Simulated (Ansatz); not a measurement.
# One crystal, many levels of theory: SrHgGeSe4 (Ama2), part 2 of 2

Aim: the gap of SrHgGeSe4 (Ama2) at several levels of theory on one structure, with the time that each takes.

Ansatz 0.2.0; density functionals, hybrids and G0W0, plane waves, PAW. Known limits of the many-body steps: finite bands, screening cutoff and k mesh; no spin-orbit coupling in G0W0; d shells not analysed; screening cutoff under 40 eV in some runs.

So far. Step 10 (G0W0@HSE06, 2×2×2 mesh, 407 empty bands, screening to …): Over all 6 irreducible mesh points the G0W0 gap is 2.293 eV, direct, at k = (0.000, -0.500, -0.500). The HSE06 gap of this run on the mesh is 1.920 eV. The two states that bound the G0W0 gap lie that far apart at the start, so the correction of the gap is 2.293 − 1.920 = +0.373 eV.

In doubt: masses and optical values from hybrid runs of this build are listed as unsure (step 10), which bears on the screening that GW takes from such a start.

**12. All levels together**

Each gap is the least one over the points named; times are wall times on shared hosts, not benchmarks. A G0W0 time includes the run's own self-consistent start. Runs with listed points see these and the mesh alone, so an edge that moves elsewhere is missed. Rows marked * are further runs, not shown as steps, whose inputs differ from the G0W0 step on the same start in the columns given; solver thresholds can differ too. Symmetry makes (0.000, 0.500, -0.500) and (0.000, -0.500, -0.500) one point.

```csv
level,mesh,"files, cutoff","bands summed, screening",points,gap (eV),valence top,conduction bottom,least direct gap (eV),time
LDA,2×4×4,"soft_1 PAW, 420 eV",-,mesh and listed points,0.971,"(0.000, 0.500, -0.500)","(0.000, 0.500, -0.500)",0.971,18 s
PBE,2×4×4,"soft_1 PAW, 420 eV",-,mesh and path,1.100,"(0.000, 0.500, -0.500)","(0.000, 0.500, -0.500)",1.100,18 s
PBE+SOC,2×4×4,"soft_1 PAW, 420 eV",-,mesh and listed points,1.070,"(0.000, 0.500, -0.500)","(0.000, 0.500, -0.500)",1.070,15 s
r2SCAN,2×4×4,"soft_1 PAW, 500 eV",-,mesh and listed points,1.387,"(0.000, 0.500, -0.500)","(0.000, 0.500, -0.500)",1.387,19 s
HSE06,2×4×4,"soft_1 PAW, 420 eV",-,mesh and listed points,1.900,"(0.000, 0.500, -0.500)","(0.000, 0.500, -0.500)",1.900,3.1 min
PBE0,2×4×4,"soft_1 PAW, 420 eV",-,mesh and listed points,2.566,"(0.000, 0.500, -0.500)","(0.000, 0.500, -0.500)",2.566,3.1 min
DDH-PBE0,2×4×4,"soft_1 PAW, 420 eV",-,mesh and listed points,1.809,"(0.000, 0.500, -0.500)","(0.000, 0.500, -0.500)",1.809,4.3 min
G0W0@PBE*,2×2×2,"soft_1 PAW, 420 eV","252, 30 eV",all 6 irreducible mesh points,1.898,"(0.000, -0.500, -0.500)","(0.000, -0.500, -0.500)",1.898,16 s
G0W0@PBE*,2×2×2,"soft_1 PAW, 420 eV","515, 60 eV",all 6 irreducible mesh points,1.880,"(0.000, -0.500, -0.500)","(0.000, -0.500, -0.500)",1.880,22 s
G0W0@PBE,2×2×2,"soft_1 PAW, 420 eV","985, 100 eV",all 6 irreducible mesh points,1.915,"(0.000, -0.500, -0.500)","(0.000, -0.500, -0.500)",1.915,34 s
G0W0@HSE06,2×2×2,"soft_1 PAW, 420 eV","515, 60 eV",all 6 irreducible mesh points,2.293,"(0.000, -0.500, -0.500)","(0.000, -0.500, -0.500)",2.293,1.8 min
G0W0@r2SCAN,2×2×2,"soft_1 PAW, 500 eV","515, 60 eV",all 6 irreducible mesh points,2.086,"(0.000, -0.500, -0.500)","(0.000, -0.500, -0.500)",2.086,25 s
```

**13. Results**

```yaml
lda_over_mesh_and_listed_points: 0.971 eV
pbe_over_mesh_and_path: 1.100 eV
pbe_soc_over_mesh_and_listed_points: 1.070 eV
r2scan_over_mesh_and_listed_points: 1.387 eV
hse06_over_mesh_and_listed_points: 1.900 eV
pbe0_over_mesh_and_listed_points: 2.566 eV
ddh_pbe0_over_mesh_and_listed_points: 1.809 eV
g0w0_pbe_985_bands_2x2x2_over_all_6_irreducible_mesh_points: 1.915 eV
g0w0_hse06_over_all_6_irreducible_mesh_points: 2.293 eV
g0w0_r2scan_over_all_6_irreducible_mesh_points: 2.086 eV
known_limits: finite bands, screening cutoff and k mesh; no spin-orbit coupling in G0W0; d shells not analysed; screening cutoff under 40 eV in some runs
```

The rows run from 0.971 eV (LDA) to 2.566 eV (PBE0). They differ in mesh, plane-wave cutoff, bands and screening cutoff of G0W0 and the points over which the gap was sought as well as in level, so only pairs that share these are like for like. PBE against LDA: 1.100 − 0.971 = +0.129 eV, with the same mesh, files and cutoff, and both edges at the same k points. PBE+SOC against PBE: 1.070 − 1.100 = −0.030 eV, with the same mesh, set of files (read in its fully relativistic form for the spin-orbit run) and cutoff, and both edges at the same k points. The spin-orbit run sees mesh and listed points alone, so its gap is an upper bound: the coupling can move an edge off these points, the more so as this crystal has no centre of inversion, and the change over the zone, its sign included where it is small, is not known. HSE06 against PBE: 1.900 − 1.100 = +0.800 eV, with the same mesh, files and cutoff, and both edges at the same k points. PBE0 against HSE06: 2.566 − 1.900 = +0.666 eV, with the same mesh, files and cutoff, and both edges at the same k points. DDH-PBE0 against PBE0: 1.809 − 2.566 = −0.757 eV, with the same mesh, files and cutoff, and both edges at the same k points. G0W0@HSE06 against G0W0@PBE with 515 bands: 2.293 − 1.880 = +0.413 eV, with the same mesh, files and cutoffs, and both edges at the same k points. The dielectric-dependent hybrid took 0.125 of exact exchange, against 0.25 in PBE0. G0W0@PBE (985 bands, 2×2×2) moves the gap of its own start on the mesh by 1.915 − 1.121 = +0.794 eV, between the same two levels. Both edges that PBE shows over mesh and path lie at k points where levels were corrected. Levels at other points were not corrected, so a lower G0W0 gap elsewhere in the zone is not ruled out. G0W0@HSE06 moves the gap of its own start on the mesh by 2.293 − 1.920 = +0.373 eV, between the same two levels. Both edges that HSE06 shows over mesh and listed points lie at k points where levels were corrected. Levels at other points were not corrected, so a lower G0W0 gap elsewhere in the zone is not ruled out. G0W0@r2SCAN moves the gap of its own start on the mesh by 2.086 − 1.406 = +0.680 eV, between the same two levels. Both edges that r2SCAN shows over mesh and listed points lie at k points where levels were corrected. Levels at other points were not corrected, so a lower G0W0 gap elsewhere in the zone is not ruled out. What spin-orbit coupling does to the G0W0 levels was not computed, so no sum with the G0W0 gap is formed. For G0W0@PBE: from 252 bands and 30 eV to 985 bands and 100 eV the gap moves by 1.915 − 1.898 = +0.017 eV (rung by rung 1.898, 1.880, 1.915 eV); bands and screening cutoff rise together, so their parts are not told apart. The gap turns back along the series (1.898, 1.880, 1.915 eV), so no line is drawn and the limit is not known. The other G0W0 rows are shown at one basis each (515 bands), so their distance from the limit is not known here. The G0W0 runs are scalar-relativistic. One-shot GW is known to converge slowly in bands for compounds with shallow d shells. The cell holds Hg; the filling of the d shell and its place against the gap were not analysed here. No pair of G0W0 runs that differ in the mesh alone is shown (2×2×2 is a supercell whose nearest images lie 13 Å apart), so the error from the mesh is not known here. G0W0@PBE runs of this series with other atomic data on the same mesh, not shown as steps, give 1.885 eV (hard PAW, 820 eV, 515 bands, screening to 60 eV; the table's row with the same empty bands and screening cutoff has 1.880 eV); where bands and cutoffs differ too, the part of the files is not isolated. A screening cutoff under 40 eV is crude: G0W0@PBE with 252 bands at 30 eV.

[Paths, hosts, dates, memory and timing lines, banners, echoed tables and standing remarks are left out of the program output.]

[Logs are printed without paths, hosts, clocks, repeated set-up lines and the standing remarks that a program may print on its own settings, such as how far it seeks lower states.]

[Runs of the session that timed out or met a known fault of the program may be left out.]

[Cells called generated may have been cut or substituted from an entry of the Crystallography Open Database or the Materials Project.]

[Hosts, paths, dates, database ids (printed as entryN), source tags and the programs' standing remarks are cut or masked in the printed files.]

[Where an RPA ε∞ is given, it is that of the G0W0 mesh and is not shown converged in it. Names of k-points follow the symmetry that the program found, which can be lower than the space group named. Band edges on a path are those of the sampled points; other points can move an edge, and change direct to indirect where valleys lie close.]

[Hybrid gaps are those of their k-mesh and are not shown converged in it.]
